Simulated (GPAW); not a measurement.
# Work function of MoGe2As4 monolayer at several levels

Aim: the work function of both faces of MoGe2As4 monolayer, and its spread over functionals and bases. Where a layer proves gapped, the work function hangs on where the smearing puts the Fermi level, and the band edges take its place.

Main program and level: GPAW 26.7.0; GPAW, PAW setups; layer in a repeated cell with vacuum, relaxation of atoms and in-plane cell, in the first sound run; inputs show where later runs differ.

Report form: the programs' logs are mostly left out.

## 1. Set-up

The cell holds 7 atoms: 4 As, 2 Ge and 1 Mo. Cell: a = 3.730 Å, b = 3.730 Å, c = 27.119 Å, α = 90.0°, β = 90.0°, γ = 120.0°. Vacuum lies along c.

## 2. Relaxing the atoms

The atoms are relaxed first, since the surface dipole, and with it the work function, follows the positions of the outer layers.

File run.py:

```python
import json
import numpy as np
from ase import Atoms
from ase.filters import FrechetCellFilter
from ase.optimize import BFGS
from gpaw import GPAW, PW

slab = Atoms(
    ['As', 'Ge', 'As', 'Mo', 'As', 'Ge', 'As'],
    positions=[
        [0.00000, 0.00000, 9.00000],
        [-0.00000, 2.15352, 9.86300],
        [-0.00000, 2.15352, 12.18300],
        [0.00000, 0.00000, 13.55977],
        [-0.00000, 2.15352, 14.93654],
        [-0.00000, 2.15352, 17.25654],
        [0.00000, 0.00000, 18.11954]],
    cell=[[3.73, 0.0, 0.0], [-1.865, 3.23027, 0.0], [0.0, 0.0, 27.1195]],
    pbc=[True, True, True])

slab.calc = GPAW(mode=PW(600), xc='PBE', kpts={'size': (9, 9, 1), 'gamma': True},
                 occupations={'name': 'fermi-dirac', 'width': 0.05}, nbands='200%',
                 convergence={'density': 1e-05}, maxiter=200,
                 symmetry={'tolerance': 1e-3}, txt='slab.txt')
result = {}
# The in-plane cell is free; stress needs a cell that repeats along all three vectors
path = []
opt = BFGS(FrechetCellFilter(slab, mask=[1, 1, 0, 0, 0, 1]), maxstep=0.2)
opt.attach(lambda: path.append((slab.get_potential_energy(), slab.positions.tolist(), slab.get_forces().tolist())))
result['relaxed'] = bool(opt.run(fmax=0.02, steps=45))
result['path'] = path
result['cell'] = slab.cell.tolist()
print('in-plane lattice', slab.cell.cellpar().round(4)[[0, 1, 5]])
energy = slab.get_potential_energy()
fermi = slab.calc.get_fermi_level()
v = slab.calc.get_electrostatic_potential().mean((0, 1)) - fermi
n = slab.calc.get_pseudo_density().mean((0, 1))
L = slab.cell[2, 2]
z = np.arange(len(v)) * L / len(v)
low, high = slab.positions[:, 2].min(), slab.positions[:, 2].max()
below, above = np.interp([low - 6.8, high + 6.8], z, v)
slopes = [np.interp(x, z, np.gradient(v, z)) for x in (low - 6.8, high + 6.8)]
eps = np.array([[slab.calc.get_eigenvalues(k, s) for k in range(len(slab.calc.get_ibz_k_points()))]
                for s in range(slab.calc.get_number_of_spins())]) - fermi
top, bottom = eps[eps < 0].max(), eps[eps > 0].min()
dipole = slab.get_dipole_moment()[2]
print(f'energy {energy:.4f} eV, Fermi level {fermi:.4f} eV, dipole {dipole:.5f} e A')
print(f'potential 6.8 A off the faces, from the Fermi level: lower {below:.4f} eV, upper {above:.4f} eV')
print(f'slope of the potential there: lower {slopes[0]:.5f}, upper {slopes[1]:.5f} eV/A')
print(f'nearest levels on the mesh: {top:.4f} and {bottom:.4f} eV')
print('magnetic moment', round(slab.get_magnetic_moment(), 3))
result.update(energy=energy, fermi=fermi, dipole=dipole, below=below, above=above, slopes=slopes, edges=[top, bottom],
              z=z.tolist(), v=v.tolist(), n=n.tolist(), positions=slab.positions.tolist(),
              forces=slab.get_forces(apply_constraint=False).tolist(), moments=slab.get_magnetic_moments().tolist())
json.dump(result, open('result.json', 'w'))
```

Command:

```console
> OMP_NUM_THREADS=1 OPENBLAS_NUM_THREADS=1 python run.py
```

Elapsed: 40 min, on 1 thread of Arm Neoverse V1, shared host; peak memory 0.71 GiB.

This step gave:

* dipole along the normal: 0.002516 e·Å
* levels nearest the Fermi level on the mesh: -0.2681, 0.2420 eV from the Fermi level

The electrostatic potential energy of an electron (without an applied field's), less the Fermi level, planar mean oscillates, so the rows of the table below give means over windows of 1.86 Å about each position, cut where the curve ends. Its maxima inside the range that stand out by 2 % of the span (Å: eV): 9.1: -8.81, 10.9: 2.00, 12.8: -6.00, 14.3: -6.00, 16.2: 2.00, 18.1: -8.82. Its minima: 8.5: -14.0, 9.6: -13.5, 12.1: -12.8, 13.6: -16.4, 15.0: -12.8, 17.5: -13.5, 18.6: -14.0.

Table of electrostatic potential energy of an electron (without an applied field's), less the Fermi level, planar mean by z; means over each step:

| z (Å) | electrostatic potential energy of an electron (without an applied field's), less the Fermi level, planar mean (eV) |
| --- | --- |
| 0.93 | 4.72 |
| 2.79 | 4.72 |
| 4.65 | 4.71 |
| 6.51 | 4.23 |
| 8.37 | -7.79 |
| 10.23 | -4.64 |
| 12.09 | -7.03 |
| 13.95 | -10.8 |
| 15.81 | -3.17 |
| 17.67 | -9.65 |
| 19.53 | -1.80 |
| 21.39 | 4.66 |
| 23.25 | 4.71 |
| 25.11 | 4.71 |
| 26.97 | 4.72 |

The pseudo valence density, planar mean oscillates, so the rows of the table below give means over windows of 1 Å about each position, cut where the curve ends. Its maxima inside the range that stand out by 2 % of the span (Å: e/Å³): 8.0: 0.249, 9.0: 0.415, 10.2: 0.215, 11.7: 0.243, 13.6: 1.23, 15.4: 0.243, 16.9: 0.216, 18.1: 0.415, 19.2: 0.249. Its minima: 8.5: 0.179, 9.7: 0.0561, 10.8: 0.114, 12.0: 0.168, 15.1: 0.168, 16.3: 0.114, 17.5: 0.0561, 18.6: 0.179.

Table of pseudo valence density, planar mean by z; means over each step:

z (Å), pseudo valence density, planar mean (e/Å³) and a bar:
```
        4       0.00 
        5       0.00 
        6       0.00 
        7       0.04 ##
        8       0.20 ########
        9       0.32 #############
       10       0.15 ######
       11       0.14 ######
       12       0.23 ##########
       13       0.63 ##########################
       14       0.72 ##############################
       15       0.25 ##########
       16       0.16 ######
       17       0.16 #######
       18       0.31 #############
       19       0.21 #########
       20       0.06 ##
       21       0.00 
       22       0.00 
       23       0.00
```

The relaxation lowered the energy of the cell by 1.29 eV (energies extrapolated to zero smearing; the optimiser's log prints free energies). The largest force left on a free atom is 0.0076 eV/Å.

## 3. Plane waves, PBE

The work function is the vacuum plateau of the electrostatic potential less the Fermi level; a dipole layer lets the two faces have plateaus of their own.

This step: GPAW, PAW setups; slab in vacuum (GPAW 26.7.0).

The cell differs from the one that the last finished run ended in (c 27.119 → 28.227 Å).

Changes to run.py since step 2:

```diff
@@ -3,4 +3,2 @@
 from ase import Atoms
-from ase.filters import FrechetCellFilter
-from ase.optimize import BFGS
 from gpaw import GPAW, PW
@@ -10,25 +8,18 @@
     positions=[
-        [0.00000, 0.00000, 9.00000],
-        [-0.00000, 2.15352, 9.86300],
-        [-0.00000, 2.15352, 12.18300],
-        [0.00000, 0.00000, 13.55977],
-        [-0.00000, 2.15352, 14.93654],
-        [-0.00000, 2.15352, 17.25654],
-        [0.00000, 0.00000, 18.11954]],
-    cell=[[3.73, 0.0, 0.0], [-1.865, 3.23027, 0.0], [0.0, 0.0, 27.1195]],
-    pbc=[True, True, True])
+        [0.00000, -0.00000, 9.00000],
+        [-0.00000, 2.12604, 10.18779],
+        [-0.00000, 2.12604, 12.64852],
+        [0.00000, -0.00000, 14.11343],
+        [-0.00000, 2.12604, 15.57835],
+        [-0.00000, 2.12604, 18.03908],
+        [-0.00000, 0.00000, 19.22687]],
+    cell=[[3.68241, 0.0, 0.0], [-1.8412, 3.18905, 0.0], [0.0, 0.0, 28.2269]],
+    pbc=[True, True, False])
 
-slab.calc = GPAW(mode=PW(600), xc='PBE', kpts={'size': (9, 9, 1), 'gamma': True},
+slab.calc = GPAW(mode=PW(400), xc='PBE', kpts={'size': (9, 9, 1), 'gamma': True},
                  occupations={'name': 'fermi-dirac', 'width': 0.05}, nbands='200%',
                  convergence={'density': 1e-05}, maxiter=200,
+                 poissonsolver={'dipolelayer': 'xy'},
                  symmetry={'tolerance': 1e-3}, txt='slab.txt')
 result = {}
-# The in-plane cell is free; stress needs a cell that repeats along all three vectors
-path = []
-opt = BFGS(FrechetCellFilter(slab, mask=[1, 1, 0, 0, 0, 1]), maxstep=0.2)
-opt.attach(lambda: path.append((slab.get_potential_energy(), slab.positions.tolist(), slab.get_forces().tolist())))
-result['relaxed'] = bool(opt.run(fmax=0.02, steps=45))
-result['path'] = path
-result['cell'] = slab.cell.tolist()
-print('in-plane lattice', slab.cell.cellpar().round(4)[[0, 1, 5]])
 energy = slab.get_potential_energy()
```

Run time: 80 s. Hardware: 1 thread; peak memory 0.27 GiB.

Numbers from this step:

```yaml
dipole_along_the_normal: 9.31e-4 e·Å
levels_nearest_the_fermi_level_on_the_mesh: -0.2678, 0.2417 eV from the Fermi level
upper_work_function: 4.721 eV
lower_work_function: 4.710 eV
upper_ionisation_energy: 4.989 eV
```

The electrostatic potential energy of an electron (without an applied field's), less the Fermi level, planar mean oscillates, so the rows of the table below give means over windows of 1.78 Å about each position, cut where the curve ends. Its maxima inside the range that stand out by 2 % of the span (Å: eV): 9.6: -8.82, 11.4: 1.99, 13.3: -6.02, 14.9: -6.01, 16.8: 1.99, 18.6: -8.81. Its minima: 9.0: -13.9, 10.1: -13.5, 12.6: -12.8, 14.1: -16.5, 15.6: -12.8, 18.1: -13.5, 19.2: -13.9.

Table of electrostatic potential energy of an electron (without an applied field's), less the Fermi level, planar mean by z; means over each step:

z (Å), electrostatic potential energy of an electron (without an applied field's), less the Fermi level, planar mean (eV) and a bar from the least value:
```
     0.89        4.7 ##############################
     2.67        4.7 ##############################
     4.45        4.7 ##############################
     6.23        4.7 ##############################
     8.01       -0.3 #####################
     9.79      -11.0 #
    11.57       -1.4 ###################
    13.35      -10.8 #
    15.13       -9.7 ###
    16.91       -1.3 ###################
    18.69      -11.4 
    20.47        1.8 #########################
    22.25        4.7 ##############################
    24.03        4.7 ##############################
    25.81        4.7 ##############################
    27.59        4.7 ##############################
```

The pseudo valence density, planar mean oscillates, so the rows of the table below give means over windows of 1.05 Å about each position, cut where the curve ends. Its maxima inside the range that stand out by 2 % of the span (Å: e/Å³): 8.6: 0.252, 9.6: 0.419, 10.7: 0.223, 12.1: 0.236, 14.0: 1.17, 16.1: 0.236, 17.6: 0.223, 18.6: 0.419, 19.7: 0.252. Its minima: 9.0: 0.172, 10.2: 0.0584, 11.3: 0.115, 12.5: 0.174, 15.7: 0.174, 16.9: 0.115, 18.0: 0.0584, 19.2: 0.172.

Pseudo valence density, planar mean against z; means over each step:

| z (Å) | pseudo valence density, planar mean (e/Å³) |
| --- | --- |
| 4.73 | 1.8e-5 |
| 5.78 | 3.2e-4 |
| 6.83 | 0.00602 |
| 7.88 | 0.0921 |
| 8.93 | 0.245 |
| 9.98 | 0.243 |
| 11.03 | 0.155 |
| 12.08 | 0.191 |
| 13.13 | 0.360 |
| 14.18 | 0.887 |
| 15.23 | 0.316 |
| 16.28 | 0.182 |
| 17.33 | 0.158 |
| 18.38 | 0.267 |
| 19.43 | 0.227 |
| 20.48 | 0.0712 |
| 21.53 | 0.00433 |
| 22.58 | 2.3e-4 |
| 23.63 | 1.3e-5 |

The layer is gapped, so the Fermi level lies somewhere inside the gap, set by smearing and numerics, and these work functions are no property of the material; the band edges below the vacuum level are. The potential is flat to 1.9e-4 eV/Å where it is read, so the vacuum is wide enough.

## 4. Self-consistent run: xc = "RPBE"

The same geometry under RPBE, to see how far the functional moves the levels against the vacuum.

Changes to run.py since step 3:

```diff
@@ -18,3 +18,3 @@
 
-slab.calc = GPAW(mode=PW(400), xc='PBE', kpts={'size': (9, 9, 1), 'gamma': True},
+slab.calc = GPAW(mode=PW(400), xc='RPBE', kpts={'size': (9, 9, 1), 'gamma': True},
                  occupations={'name': 'fermi-dirac', 'width': 0.05}, nbands='200%',
```

It took 82 s on 1 thread; peak memory 0.27 GiB.

This step gave:

```yaml
dipole_along_the_normal: 9.26e-4 e·Å
levels_nearest_the_fermi_level_on_the_mesh: -0.2709, 0.2453 eV from the Fermi level
upper_work_function: 4.627 eV
lower_work_function: 4.616 eV
upper_ionisation_energy: 4.898 eV
```

The electrostatic potential energy of an electron (without an applied field's), less the Fermi level, planar mean oscillates, so the rows of the table below give means over windows of 1.78 Å about each position, cut where the curve ends. Its maxima inside the range that stand out by 2 % of the span (Å: eV): 9.6: -8.93, 11.4: 1.86, 13.3: -6.10, 14.9: -6.10, 16.8: 1.87, 18.6: -8.92. Its minima: 9.0: -14.0, 10.1: -13.6, 12.6: -12.9, 14.1: -16.5, 15.6: -12.9, 18.1: -13.6, 19.2: -14.0.

Table of electrostatic potential energy of an electron (without an applied field's), less the Fermi level, planar mean by z; means over each step:

| z (Å) | electrostatic potential energy of an electron (without an applied field's), less the Fermi level, planar mean (eV) |
| --- | --- |
| 0.89 | 4.62 |
| 2.67 | 4.62 |
| 4.45 | 4.61 |
| 6.23 | 4.57 |
| 8.01 | -0.419 |
| 9.79 | -11.1 |
| 11.57 | -1.53 |
| 13.35 | -10.9 |
| 15.13 | -9.78 |
| 16.91 | -1.44 |
| 18.69 | -11.5 |
| 20.47 | 1.75 |
| 22.25 | 4.60 |
| 24.03 | 4.63 |
| 25.81 | 4.63 |
| 27.59 | 4.63 |

The pseudo valence density, planar mean oscillates, so the rows of the table below give means over windows of 1.05 Å about each position, cut where the curve ends. Its maxima inside the range that stand out by 2 % of the span (Å: e/Å³): 8.6: 0.252, 9.6: 0.419, 10.7: 0.222, 12.1: 0.235, 14.0: 1.17, 16.1: 0.235, 17.6: 0.222, 18.6: 0.419, 19.7: 0.252. Its minima: 9.0: 0.173, 10.2: 0.0594, 11.3: 0.115, 12.5: 0.174, 15.7: 0.174, 16.9: 0.115, 18.0: 0.0594, 19.2: 0.173.

Pseudo valence density, planar mean against z; means over each step:

z (Å), pseudo valence density, planar mean (e/Å³) and a bar:
```
     4.73       0.00 
     5.78       0.00 
     6.83       0.01 
     7.88       0.09 ###
     8.93       0.25 ########
     9.98       0.24 ########
    11.03       0.16 #####
    12.08       0.19 ######
    13.13       0.36 ############
    14.18       0.89 ##############################
    15.23       0.32 ###########
    16.28       0.18 ######
    17.33       0.16 #####
    18.38       0.27 #########
    19.43       0.23 ########
    20.48       0.07 ##
    21.53       0.00 
    22.58       0.00 
    23.63       0.00
```

Force by atom:

| atom | x (eV/Å) | y (eV/Å) | z (eV/Å) | size |
| --- | --- | --- | --- | --- |
| As1 | 0.000 | 0.000 | -0.150 | 0.150 |
| Ge2 | 0.000 | 0.000 | 0.003 | 0.003 |
| As3 | 0.000 | 0.000 | -0.058 | 0.058 |
| Mo4 | 0.000 | 0.000 | 0.000 | 0.000 |
| As5 | 0.000 | 0.000 | 0.058 | 0.058 |
| Ge6 | 0.000 | 0.000 | -0.003 | 0.003 |
| As7 | 0.000 | 0.000 | 0.150 | 0.150 |

The highest filled level lies 0.271 eV under the Fermi level, so the ionisation energy from the upper face is 4.627 + 0.271 = 4.898 eV, against 4.989 eV in the base run.

## 5. Self-consistent run: xc = "LDA"

The same geometry under LDA, to see how far the functional moves the levels against the vacuum.

Changes to run.py since step 4:

```diff
@@ -18,3 +18,3 @@
 
-slab.calc = GPAW(mode=PW(400), xc='RPBE', kpts={'size': (9, 9, 1), 'gamma': True},
+slab.calc = GPAW(mode=PW(400), xc='LDA', kpts={'size': (9, 9, 1), 'gamma': True},
                  occupations={'name': 'fermi-dirac', 'width': 0.05}, nbands='200%',
```

Run time: 78 s. Hardware: 1 thread; peak memory 0.27 GiB.

This step gave:

```yaml
dipole_along_the_normal: 9.43e-4 e·Å
levels_nearest_the_fermi_level_on_the_mesh: -0.2601, 0.2363 eV from the Fermi level
upper_work_function: 4.967 eV
lower_work_function: 4.955 eV
upper_ionisation_energy: 5.227 eV
```

The highest filled level lies 0.260 eV under the Fermi level, so the ionisation energy from the upper face is 4.967 + 0.260 = 5.227 eV, against 4.989 eV in the base run.

## 6. Self-consistent run: xc = "vdW-DF2"

The same geometry under vdW-DF2, to see how far the functional moves the levels against the vacuum (the van der Waals functionals take revPBE setups).

Changes to run.py since step 5:

```diff
@@ -18,3 +18,3 @@
 
-slab.calc = GPAW(mode=PW(400), xc='LDA', kpts={'size': (9, 9, 1), 'gamma': True},
+slab.calc = GPAW(mode=PW(400), xc='vdW-DF2', kpts={'size': (9, 9, 1), 'gamma': True},
                  occupations={'name': 'fermi-dirac', 'width': 0.05}, nbands='200%',
```

Run time: 3.1 min. Hardware: 1 thread; peak memory 0.49 GiB.

This step gave:

```
dipole along the normal                    : 9.27e-4 e·Å
levels nearest the Fermi level on the mesh : -0.2617, 0.1956 eV from the Fermi level
upper work function                        : 5.131 eV
lower work function                        : 5.120 eV
upper ionisation energy                    : 5.393 eV
```

The highest filled level lies 0.262 eV under the Fermi level, so the ionisation energy from the upper face is 5.131 + 0.262 = 5.393 eV, against 4.989 eV in the base run.

## 7. Self-consistent run: xc = "revPBE"

The same geometry under revPBE, to see how far the functional moves the levels against the vacuum.

Changes to run.py since step 6:

```diff
@@ -18,3 +18,3 @@
 
-slab.calc = GPAW(mode=PW(400), xc='vdW-DF2', kpts={'size': (9, 9, 1), 'gamma': True},
+slab.calc = GPAW(mode=PW(400), xc='revPBE', kpts={'size': (9, 9, 1), 'gamma': True},
                  occupations={'name': 'fermi-dirac', 'width': 0.05}, nbands='200%',
```

Run time: 84 s. Hardware: 1 thread; peak memory 0.27 GiB.

This step gave:

- levels nearest the Fermi level on the mesh: -0.2681, 0.2438 eV from the Fermi level
- upper work function: 4.627 eV
- lower work function: 4.615 eV
- upper ionisation energy: 4.895 eV

The highest filled level lies 0.268 eV under the Fermi level, so the ionisation energy from the upper face is 4.627 + 0.268 = 4.895 eV, against 4.989 eV in the base run.

## 8. OptPBE vdW: xc = "optPBE-vdW"

The same geometry under optPBE-vdW, to see how far the functional moves the levels against the vacuum (the van der Waals functionals take revPBE setups).

Changes to run.py since step 7:

```diff
@@ -18,3 +18,3 @@
 
-slab.calc = GPAW(mode=PW(400), xc='revPBE', kpts={'size': (9, 9, 1), 'gamma': True},
+slab.calc = GPAW(mode=PW(400), xc='optPBE-vdW', kpts={'size': (9, 9, 1), 'gamma': True},
                  occupations={'name': 'fermi-dirac', 'width': 0.05}, nbands='200%',
```

Elapsed: 1.7 min, on 1 thread; peak memory 0.49 GiB.

This step gave:

* dipole along the normal: 9.28e-4 e·Å
* levels nearest the Fermi level on the mesh: -0.2733, 0.2407 eV from the Fermi level
* upper work function: 4.937 eV
* lower work function: 4.925 eV
* upper ionisation energy: 5.210 eV

The electrostatic potential energy of an electron (without an applied field's), less the Fermi level, planar mean oscillates, so the rows of the table below give means over windows of 1.78 Å about each position, cut where the curve ends. Its maxima inside the range that stand out by 2 % of the span (Å: eV): 9.6: -8.78, 11.4: 1.98, 13.3: -6.01, 14.9: -6.00, 16.8: 1.99, 18.6: -8.77. Its minima: 9.0: -13.9, 10.1: -13.5, 12.6: -12.8, 14.1: -16.4, 15.6: -12.8, 18.1: -13.5, 19.2: -13.8.

The electrostatic potential energy of an electron (without an applied field's), less the Fermi level, planar mean by z; means over each step:

| z (Å) | electrostatic potential energy of an electron (without an applied field's), less the Fermi level, planar mean (eV) |
| --- | --- |
| 0.89 | 4.93 |
| 2.67 | 4.93 |
| 4.45 | 4.92 |
| 6.23 | 4.87 |
| 8.01 | -0.222 |
| 9.79 | -11.0 |
| 11.57 | -1.40 |
| 13.35 | -10.8 |
| 15.13 | -9.67 |
| 16.91 | -1.31 |
| 18.69 | -11.4 |
| 20.47 | 1.96 |
| 22.25 | 4.91 |
| 24.03 | 4.94 |
| 25.81 | 4.94 |
| 27.59 | 4.94 |

The highest filled level lies 0.273 eV under the Fermi level, so the ionisation energy from the upper face is 4.937 + 0.273 = 5.210 eV, against 4.989 eV in the base run.

## 9. Real-space grid: mode = "fd"

A real-space grid is a second complete basis, so it checks the plane-wave result.

Changes to run.py since step 8:

```diff
@@ -3,3 +3,3 @@
 from ase import Atoms
-from gpaw import GPAW, PW
+from gpaw import GPAW
 
@@ -18,3 +18,3 @@
 
-slab.calc = GPAW(mode=PW(400), xc='optPBE-vdW', kpts={'size': (9, 9, 1), 'gamma': True},
+slab.calc = GPAW(mode='fd', h=0.18, xc='PBE', kpts={'size': (9, 9, 1), 'gamma': True},
                  occupations={'name': 'fermi-dirac', 'width': 0.05}, nbands='200%',
```

Elapsed: 3.8 min, on 1 thread; peak memory 0.72 GiB.

Numbers from this step:

| Item | Value |
| --- | --- |
| dipole along the normal | -6.94e-4 e·Å |
| levels nearest the Fermi level on the mesh | -0.2672, 0.2410 eV from the Fermi level |
| upper work function | 4.722 eV |
| lower work function | 4.710 eV |
| upper ionisation energy | 4.989 eV |

The highest filled level lies 0.267 eV under the Fermi level, so the ionisation energy from the upper face is 4.722 + 0.267 = 4.989 eV, against 4.989 eV in the base run.

(Part 1 of 2 ends here.)

[Logs are printed without paths, hosts, clocks, repeated set-up lines and the standing remarks that a program may print on its own settings, such as how far it seeks lower states.]

[Hosts, paths, dates, database ids (printed as entryN), source tags and the programs' standing remarks are cut or masked in the printed files.]
